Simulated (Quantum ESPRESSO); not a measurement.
# Cu (Copper): parallel and opposed starts

Wanted: the moments of Cu (Copper) and the energy of each order that was tried.

Method: PBEsol; plane waves with GBRV 1.5 PBEsol potentials, no spin-orbit coupling, in Quantum ESPRESSO 7.5.

## 1. Starting point

Symmetry: Fm-3m, No. 225, cubic system. The conventional cell has a = 3.615 Å, b = 3.615 Å, c = 3.615 Å, α = 90.00°, β = 90.00°, γ = 90.00°. Nearest to Cu lie 12 Cu at 2.56 Å.

Structure file:

```cif
data_structure
_symmetry_space_group_name_H-M 'Fm-3m'
_symmetry_Int_Tables_number 225
_cell_length_a 3.6150
_cell_length_b 3.6150
_cell_length_c 3.6150
_cell_angle_alpha 90.000
_cell_angle_beta 90.000
_cell_angle_gamma 90.000
_cell_volume 47.24
loop_
_atom_site_label
_atom_site_type_symbol
_atom_site_symmetry_multiplicity
_atom_site_Wyckoff_symbol
_atom_site_fract_x
_atom_site_fract_y
_atom_site_fract_z
_atom_site_occupancy
Cu1 Cu 4 a 0.00000 0.00000 0.00000 1
```

The cell comes from the Crystallography Open Database.

## 2. Run 1 (ferro +)

The signs are those of the starting moments on the seeded atoms, the atoms that are given a moment.

File pw.in:

```
&CONTROL
  calculation = 'scf'
  prefix = 'pwscf'
  outdir = './tmp'
  pseudo_dir = './pseudo'
  disk_io = 'nowf'
/
&SYSTEM
  ibrav = 0
  nat = 1
  ntyp = 1
  ecutwfc = 40
  ecutrho = 280
  nbnd = 16
  occupations = 'smearing'
  smearing = 'fd'
  degauss = 0.00734986
  nspin = 2
  starting_magnetization(1) = 0.0263
/
&ELECTRONS
  conv_thr = 2d-09
  electron_maxstep = 150
  mixing_beta = 0.3
/
ATOMIC_SPECIES
Cu     63.5460 cu_pbesol_v1.2.uspp.F.UPF
CELL_PARAMETERS angstrom
   0.0000000000    1.8075000000    1.8075000000
   1.8075000000    0.0000000000    1.8075000000
   1.8075000000    1.8075000000    0.0000000000
ATOMIC_POSITIONS crystal
Cu      0.0000000000    0.0000000000    0.0000000000
K_POINTS automatic
12 12 12 0 0 0
```

Started as:

```console
OMP_NUM_THREADS=1 mpirun -n 4 pw.x -nk 4 -in pw.in > pw.out
```

What it wrote:

```text
Program PWSCF v.7.5 starts

     Message from routine setup:
     using ibrav=0 with symmetry is DISCOURAGED, use correct ibrav instead

     K-points division:     npool     =       4
     Subspace diagonalization in iterative solution of the eigenvalue problem:

     G-vector sticks info
     --------------------
     sticks:   dense  smooth     PW     G-vecs:    dense   smooth      PW
     Sum         439     253     91                 6231     2733     561

     Using Slab Decomposition

     bravais-lattice index     =            0
     lattice parameter (alat)  =       4.8305  a.u.
     unit-cell volume          =      79.7006 (a.u.)^3
     number of atoms/cell      =            1
     number of atomic types    =            1
     number of electrons       =        19.00
     number of Kohn-Sham states=           16
     kinetic-energy cutoff     =      40.0000  Ry
     charge density cutoff     =     280.0000  Ry
     scf convergence threshold =      2.0E-09
     mixing beta               =       0.3000
     number of iterations used =            8  plain     mixing
     Exchange-correlation= SLA  PW   PSX  PSC
                           (   1   4  10   8   0   0   0)

     celldm(1)=   4.830501  celldm(2)=   0.000000  celldm(3)=   0.000000
     celldm(4)=   0.000000  celldm(5)=   0.000000  celldm(6)=   0.000000

     crystal axes: (cart. coord. in units of alat)
               a(1) = (   0.000000   0.707107   0.707107 )
               a(2) = (   0.707107   0.000000   0.707107 )
               a(3) = (   0.707107   0.707107   0.000000 )

     reciprocal axes: (cart. coord. in units 2 pi/alat)
               b(1) = ( -0.707107  0.707107  0.707107 )
               b(2) = (  0.707107 -0.707107  0.707107 )
               b(3) = (  0.707107  0.707107 -0.707107 )

     PseudoPot. # 1 for Cu read from file:
     cu_pbesol_v1.2.uspp.F.UPF
     Pseudo is Ultrasoft + core correction, Zval = 19.0
     Generated by new atomic code, or converted to UPF format
     Using radial grid of  867 points,  6 beta functions with:
                l(1) =   0
                l(2) =   0
                l(3) =   1
                l(4) =   1
                l(5) =   2
                l(6) =   2
     Q(r) pseudized with  8 coefficients,  rinner =    1.150   1.150   1.150
                                                       1.150   1.150

     atomic species   valence    mass     pseudopotential
     Cu               19.00    63.54600     Cu( 1.00)

     Starting magnetic structure
     atomic species   magnetization
     Cu              0.026

     48 Sym. Ops., with inversion, found

   Cartesian axes

     site n.     atom                  positions (alat units)
         1        Cu     tau(   1) = (   0.0000000   0.0000000   0.0000000  )

     number of k points=    72  Fermi-Dirac smearing, width (Ry)=  0.0073
                       cart. coord. in units 2pi/alat
        k(    1) = (   0.0000000   0.0000000   0.0000000), wk =   0.0005787
        k(    2) = (   0.0589256   0.0589256  -0.0589256), wk =   0.0046296
        k(    3) = (   0.1178511   0.1178511  -0.1178511), wk =   0.0046296
        k(    4) = (   0.1767767   0.1767767  -0.1767767), wk =   0.0046296
        k(    5) = (   0.2357023   0.2357023  -0.2357023), wk =   0.0046296
        [... 67 further k-points ...]

     Dense  grid:     6231 G-vectors     FFT dimensions: (  25,  25,  25)

     Smooth grid:     2733 G-vectors     FFT dimensions: (  20,  20,  20)

     Generating pointlists ...
     new r_m :   0.4125 (alat units)  1.9926 (a.u.) for type    1

     Initial potential from superposition of free atoms

     starting charge      18.0000, renormalised to      19.0000
     Starting wfcs are   13 randomized atomic wfcs +    3 random wfcs

     Self-consistent Calculation

     iteration #  1     ecut=    40.00 Ry     beta= 0.30
     Davidson diagonalization with overlap
     ethr =  1.00E-02,  avg # of iterations =  5.9

     total energy              =    -401.97074539 Ry
     estimated scf accuracy    <       5.44875390 Ry

     total magnetization       =     0.28 Bohr mag/cell
     absolute magnetization    =     0.31 Bohr mag/cell

     iteration #  2     ecut=    40.00 Ry     beta= 0.30
     Davidson diagonalization with overlap
     ethr =  1.00E-02,  avg # of iterations =  2.2

     total energy              =    -403.39960803 Ry
     estimated scf accuracy    <       1.01372135 Ry

     total magnetization       =     0.02 Bohr mag/cell
     absolute magnetization    =     0.04 Bohr mag/cell

     iteration #  3     ecut=    40.00 Ry     beta= 0.30
     Davidson diagonalization with overlap
     ethr =  5.34E-03,  avg # of iterations =  1.2

     total energy              =    -403.50866318 Ry
     estimated scf accuracy    <       0.03141813 Ry

     total magnetization       =     0.04 Bohr mag/cell
     absolute magnetization    =     0.07 Bohr mag/cell

     [... further iterations left out ...]

     iteration # 10     ecut=    40.00 Ry     beta= 0.30
     Davidson diagonalization with overlap
     ethr =  9.61E-08,  avg # of iterations =  1.4

     total energy              =    -403.51014109 Ry
     estimated scf accuracy    <       0.00000040 Ry

     total magnetization       =     0.00 Bohr mag/cell
     absolute magnetization    =     0.00 Bohr mag/cell

     iteration # 11     ecut=    40.00 Ry     beta= 0.30
     Davidson diagonalization with overlap
     ethr =  2.09E-09,  avg # of iterations =  2.5

     total energy              =    -403.51014117 Ry
     estimated scf accuracy    <       0.00000023 Ry

     total magnetization       =    -0.00 Bohr mag/cell
     absolute magnetization    =     0.00 Bohr mag/cell

     iteration # 12     ecut=    40.00 Ry     beta= 0.30
     Davidson diagonalization with overlap
     ethr =  1.20E-09,  avg # of iterations =  1.0

     total energy              =    -403.51014120 Ry
     estimated scf accuracy    <          6.6E-09 Ry

     total magnetization       =     0.00 Bohr mag/cell
     absolute magnetization    =     0.00 Bohr mag/cell

     iteration # 13     ecut=    40.00 Ry     beta= 0.30
     Davidson diagonalization with overlap
     ethr =  3.49E-11,  avg # of iterations =  1.8

     Magnetic moment per site  (integrated on atomic sphere of radius R)
     atom   1 (R=0.412)  charge= 17.8078  magn=  0.0000

     End of self-consistent calculation

     Number of k-points >= 100: set verbosity='high' to print the bands.

     the Fermi energy is    15.8365 ev

!    total energy              =    -403.51014122 Ry
     estimated scf accuracy    <          2.1E-10 Ry
     smearing contrib. (-TS)   =      -0.00089267 Ry
     internal energy E=F+TS    =    -403.50924855 Ry

     The total energy is F=E-TS. E is the sum of the following terms:
     one-electron contribution =    -268.17619129 Ry
     hartree contribution      =     145.34205319 Ry
     xc contribution           =     -38.39023259 Ry
     ewald contribution        =    -242.28487785 Ry

     total magnetization       =     0.00 Bohr mag/cell
     absolute magnetization    =     0.00 Bohr mag/cell

     convergence has been achieved in  13 iterations

=------------------------------------------------------------------------------=
   JOB DONE.
=------------------------------------------------------------------------------=
```

The job ended after 2.9 s (4 MPI ranks of Arm Neoverse V2, shared host; peak memory 0.22 GiB; 11 s of CPU time).

The spin moment in the atom's sphere vanishes on all atoms.

This step gave:

| Property | Result |
| --- | --- |
| smearing term TS | 0.01215 eV |
| magnetization | 0 μB |
| absolute magnetization | 0 μB |
| final state | non-magnetic |

## 3. Start 2: antiferro q=(0,0,1/2) +−

This order needs a doubled cell of 2 atoms. The wavevector q is in fractions of the reciprocal vectors of the crystal's primitive cell, as the cells of these inputs are built from it; moments change sign between cells as cos(2π q·R).

File pw.in:

```
&CONTROL
  calculation = 'scf'
  prefix = 'pwscf'
  outdir = './tmp'
  pseudo_dir = './pseudo'
  disk_io = 'nowf'
/
&SYSTEM
  ibrav = 0
  nat = 2
  ntyp = 2
  ecutwfc = 40
  ecutrho = 280
  nbnd = 26
  occupations = 'smearing'
  smearing = 'fd'
  degauss = 0.00734986
  nspin = 2
  starting_magnetization(1) = 0.0263
  starting_magnetization(2) = -0.0263
/
&ELECTRONS
  conv_thr = 4d-09
  electron_maxstep = 150
  mixing_beta = 0.3
/
ATOMIC_SPECIES
Cu1    63.5460 cu_pbesol_v1.2.uspp.F.UPF
Cu2    63.5460 cu_pbesol_v1.2.uspp.F.UPF
CELL_PARAMETERS angstrom
   0.0000000000    1.8075000000    1.8075000000
   1.8075000000    0.0000000000    1.8075000000
   3.6150000000    3.6150000000    0.0000000000
ATOMIC_POSITIONS crystal
Cu1     0.0000000000    0.0000000000    0.0000000000
Cu2     0.0000000000    0.0000000000    0.5000000000
K_POINTS automatic
12 12 6 0 0 0
```

What it wrote:

```text
[banner, memory and clock lines left out]
Program PWSCF v.7.5 starts

     Message from routine setup:
     using ibrav=0 with symmetry is DISCOURAGED, use correct ibrav instead

     bravais-lattice index     =            0
     lattice parameter (alat)  =       4.8305  a.u.
     unit-cell volume          =     159.4012 (a.u.)^3
     number of atoms/cell      =            2
     number of atomic types    =            2
     number of electrons       =        38.00
     number of Kohn-Sham states=           26
     kinetic-energy cutoff     =      40.0000  Ry
     charge density cutoff     =     280.0000  Ry
     scf convergence threshold =      4.0E-09
     mixing beta               =       0.3000
     number of iterations used =            8  plain     mixing
     Exchange-correlation= SLA  PW   PSX  PSC
                           (   1   4  10   8   0   0   0)

     celldm(1)=   4.830501  celldm(2)=   0.000000  celldm(3)=   0.000000
     celldm(4)=   0.000000  celldm(5)=   0.000000  celldm(6)=   0.000000

     crystal axes: (cart. coord. in units of alat)
               a(1) = (   0.000000   0.707107   0.707107 )
               a(2) = (   0.707107   0.000000   0.707107 )
               a(3) = (   1.414214   1.414214   0.000000 )

     reciprocal axes: (cart. coord. in units 2 pi/alat)
               b(1) = ( -0.707107  0.707107  0.707107 )
               b(2) = (  0.707107 -0.707107  0.707107 )
               b(3) = (  0.353553  0.353553 -0.353553 )

     PseudoPot. # 1 for Cu read from file:
     cu_pbesol_v1.2.uspp.F.UPF
     Pseudo is Ultrasoft + core correction, Zval = 19.0

     PseudoPot. # 2 for Cu read from file:
     cu_pbesol_v1.2.uspp.F.UPF
     Pseudo is Ultrasoft + core correction, Zval = 19.0

     atomic species   valence    mass     pseudopotential
     Cu1              19.00    63.54600     Cu( 1.00)
     Cu2              19.00    63.54600     Cu( 1.00)

     Starting magnetic structure
     atomic species   magnetization
     Cu1             0.026
     Cu2            -0.026

     12 Sym. Ops., with inversion, found

   Cartesian axes

     site n.     atom                  positions (alat units)
         1        Cu1    tau(   1) = (   0.0000000   0.0000000   0.0000000  )
         2        Cu2    tau(   2) = (   0.7071068   0.7071068   0.0000000  )

     number of k points=    98  Fermi-Dirac smearing, width (Ry)=  0.0073
                       cart. coord. in units 2pi/alat
        k(    1) = (   0.0000000   0.0000000   0.0000000), wk =   0.0011574
        k(    2) = (   0.0589256   0.0589256  -0.0589256), wk =   0.0023148
        k(    3) = (   0.1178511   0.1178511  -0.1178511), wk =   0.0023148
        k(    4) = (  -0.1767767  -0.1767767   0.1767767), wk =   0.0011574
        k(    5) = (   0.0589256  -0.0589256   0.0589256), wk =   0.0069444
        [... 93 further k-points ...]

     Dense  grid:    12553 G-vectors     FFT dimensions: (  25,  25,  54)

     Smooth grid:     5497 G-vectors     FFT dimensions: (  20,  20,  40)

     Generating pointlists ...
     new r_m :   0.4125 (alat units)  1.9926 (a.u.) for type    1
     new r_m :   0.4125 (alat units)  1.9926 (a.u.) for type    2

     Initial potential from superposition of free atoms

     starting charge      36.0000, renormalised to      38.0000
     Starting wfcs are   26 randomized atomic wfcs

     Self-consistent Calculation

     iteration #  1     ecut=    40.00 Ry     beta= 0.30
     Davidson diagonalization with overlap
     ethr =  1.00E-02,  avg # of iterations =  5.0

     total energy              =    -804.08270580 Ry
     estimated scf accuracy    <      10.57240040 Ry

     total magnetization       =     0.00 Bohr mag/cell
     absolute magnetization    =     0.56 Bohr mag/cell

     iteration #  2     ecut=    40.00 Ry     beta= 0.30
     Davidson diagonalization with overlap
     ethr =  1.00E-02,  avg # of iterations =  3.1

     total energy              =    -806.81910267 Ry
     estimated scf accuracy    <       1.83067126 Ry

     total magnetization       =     0.00 Bohr mag/cell
     absolute magnetization    =     0.10 Bohr mag/cell

     [... further iterations left out ...]

     iteration # 15     ecut=    40.00 Ry     beta= 0.30
     Davidson diagonalization with overlap
     ethr =  1.20E-11,  avg # of iterations =  2.6

     total energy              =    -807.02028245 Ry
     estimated scf accuracy    <       0.00000001 Ry

     total magnetization       =     0.00 Bohr mag/cell
     absolute magnetization    =     0.00 Bohr mag/cell

     iteration # 16     ecut=    40.00 Ry     beta= 0.30
     Davidson diagonalization with overlap
     ethr =  1.20E-11,  avg # of iterations =  2.4

     Magnetic moment per site  (integrated on atomic sphere of radius R)
     atom   1 (R=0.412)  charge= 17.8083  magn= -0.0000
     atom   2 (R=0.412)  charge= 17.8083  magn=  0.0000

     End of self-consistent calculation

     Number of k-points >= 100: set verbosity='high' to print the bands.

     the Fermi energy is    15.8364 ev

!    total energy              =    -807.02028246 Ry
     estimated scf accuracy    <          1.1E-09 Ry
     smearing contrib. (-TS)   =      -0.00178532 Ry
     internal energy E=F+TS    =    -807.01849714 Ry

     The total energy is F=E-TS. E is the sum of the following terms:
     one-electron contribution =    -536.35323825 Ry
     hartree contribution      =     290.68506618 Ry
     xc contribution           =     -76.78056935 Ry
     ewald contribution        =    -484.56975571 Ry

     total magnetization       =     0.00 Bohr mag/cell
     absolute magnetization    =     0.00 Bohr mag/cell

     convergence has been achieved in  16 iterations
```

Run time: 15 s. Hardware: 4 MPI ranks; peak memory 0.31 GiB.

The spin moment in the atom's sphere vanishes on all atoms.

Read from the output:

```
smearing term TS       : 0.02429 eV
magnetization          : 0 μB
absolute magnetization : 0 μB
final state            : non-magnetic
```

## 4. Run 3 (antiferro q=(0,1/2,1/2) +−)

This order needs a doubled cell of 2 atoms.

Edit pw.in of step 3 so:

```diff
@@ -31,8 +31,8 @@
    0.0000000000    1.8075000000    1.8075000000
-   1.8075000000    0.0000000000    1.8075000000
-   3.6150000000    3.6150000000    0.0000000000
+   3.6150000000    0.0000000000    3.6150000000
+   3.6150000000    1.8075000000    1.8075000000
 ATOMIC_POSITIONS crystal
 Cu1     0.0000000000    0.0000000000    0.0000000000
-Cu2     0.0000000000    0.0000000000    0.5000000000
+Cu2     0.0000000000    0.5000000000    0.0000000000
 K_POINTS automatic
-12 12 6 0 0 0
+12 6 12 0 0 0
```

What it wrote:

```text
     [... lines left out ...]
Program PWSCF v.7.5 starts
     [... lines left out ...]
     number of atoms/cell      =            2
     [... lines left out ...]
     number of electrons       =        38.00
     number of Kohn-Sham states=           26
     kinetic-energy cutoff     =      40.0000  Ry
     charge density cutoff     =     280.0000  Ry
     scf convergence threshold =      4.0E-09
     [... lines left out ...]
     16 Sym. Ops., with inversion, found
     [... lines left out ...]
     number of k points=   100  Fermi-Dirac smearing, width (Ry)=  0.0073
     [... lines left out ...]
     iteration # 16     ecut=    40.00 Ry     beta= 0.30
     [... lines left out ...]
     Magnetic moment per site  (integrated on atomic sphere of radius R)
     atom   1 (R=0.412)  charge= 17.8085  magn= -0.0000
     atom   2 (R=0.412)  charge= 17.8085  magn=  0.0000
     [... lines left out ...]
     the Fermi energy is    15.8365 ev
!    total energy              =    -807.02028244 Ry
     estimated scf accuracy    <          3.5E-10 Ry
     smearing contrib. (-TS)   =      -0.00178533 Ry
     [... lines left out ...]
     total magnetization       =    -0.00 Bohr mag/cell
     absolute magnetization    =     0.00 Bohr mag/cell
     convergence has been achieved in  16 iterations
```

Wall time 23 s (4 MPI ranks); peak memory 0.34 GiB.

The spin moment in the atom's sphere vanishes on all atoms.

Numbers from this step:

```
smearing term TS       : 0.02429 eV
magnetization          : 0 μB
absolute magnetization : 0 μB
final state            : non-magnetic
```

## 5. Start 4: no spin polarisation

File pw.in:

```
&CONTROL
  calculation = 'scf'
  prefix = 'pwscf'
  outdir = './tmp'
  pseudo_dir = './pseudo'
  disk_io = 'nowf'
/
&SYSTEM
  ibrav = 0
  nat = 1
  ntyp = 1
  ecutwfc = 40
  ecutrho = 280
  nbnd = 15
  occupations = 'smearing'
  smearing = 'fd'
  degauss = 0.00734986
/
&ELECTRONS
  conv_thr = 2d-09
  electron_maxstep = 150
  mixing_beta = 0.3
/
ATOMIC_SPECIES
Cu     63.5460 cu_pbesol_v1.2.uspp.F.UPF
CELL_PARAMETERS angstrom
   0.0000000000    1.8075000000    1.8075000000
   1.8075000000    0.0000000000    1.8075000000
   1.8075000000    1.8075000000    0.0000000000
ATOMIC_POSITIONS crystal
Cu      0.0000000000    0.0000000000    0.0000000000
K_POINTS automatic
12 12 12 0 0 0
```

What it wrote:

```text
     [... lines left out ...]
Program PWSCF v.7.5 starts
     [... lines left out ...]
     number of atoms/cell      =            1
     [... lines left out ...]
     number of electrons       =        19.00
     number of Kohn-Sham states=           15
     kinetic-energy cutoff     =      40.0000  Ry
     charge density cutoff     =     280.0000  Ry
     scf convergence threshold =      2.0E-09
     [... lines left out ...]
     48 Sym. Ops., with inversion, found
     [... lines left out ...]
     number of k points=    72  Fermi-Dirac smearing, width (Ry)=  0.0073
     [... lines left out ...]
     iteration # 14     ecut=    40.00 Ry     beta= 0.30
     [... lines left out ...]
     the Fermi energy is    15.8365 ev
!    total energy              =    -403.51014292 Ry
     estimated scf accuracy    <          1.1E-10 Ry
     smearing contrib. (-TS)   =      -0.00089266 Ry
     [... lines left out ...]
     convergence has been achieved in  14 iterations
```

It took 1.9 s on 4 MPI ranks; peak memory 0.05 GiB; 7.3 s of CPU time.

This step gave:

```
smearing term TS : 0.01215 eV
final state      : non-magnetic (no spin polarisation)
```

## 6. Energies of the orders

An order is kept where moments of 0.15 μB or more survive with the typed signs; meshes match where a doubled cell samples the same k points as the first cell.

Orders:

```tsv
start	final state	typed order kept	energy over the lowest (meV a seeded atom)	largest site moment (μB)	net moment (μB a cell of the first run)	mesh matched	CPU time (s)
ferro +	non-magnetic	no	0.02317	0	0	yes	11.25
antiferro q=(0,0,1/2) +-	non-magnetic	no	0.02299	0	0	yes	58.05
antiferro q=(0,1/2,1/2) +-	non-magnetic	no	0.02312	0	0	yes	92.76
no spin polarisation	non-magnetic	-	0	0	0	yes	7.34
```

## 7. Results

| Quantity | Value |
| --- | --- |
| lowest state found | non-magnetic (from ferro +, antiferro q=(0,0,1/2) +-, antiferro q=(0,1/2,1/2) +- and no spin polarisation) |
| largest site moment | 0 μB |

The lowest state carries no moment, and no start kept one. Only these 4 starts were compared; other wavevectors, canted and longer-period orders were not. Energies are free energies at an electronic temperature of 1160 K, which lowers moments and differences where the moments are itinerant.

[Logs and program files are shortened in this print: banners, set-up blocks, solver, clock and traceback lines can be left out without a mark of their own.]

[Logs are printed without paths, hosts, clocks, repeated set-up lines and the standing remarks that a program may print on its own settings, such as how far it seeks lower states.]

[Hosts, paths, dates, database ids (printed as entryN), source tags and the programs' standing remarks are cut or masked in the printed files.]

[Where a cell is said to come from a database of computed structures, the database is the Materials Project.]
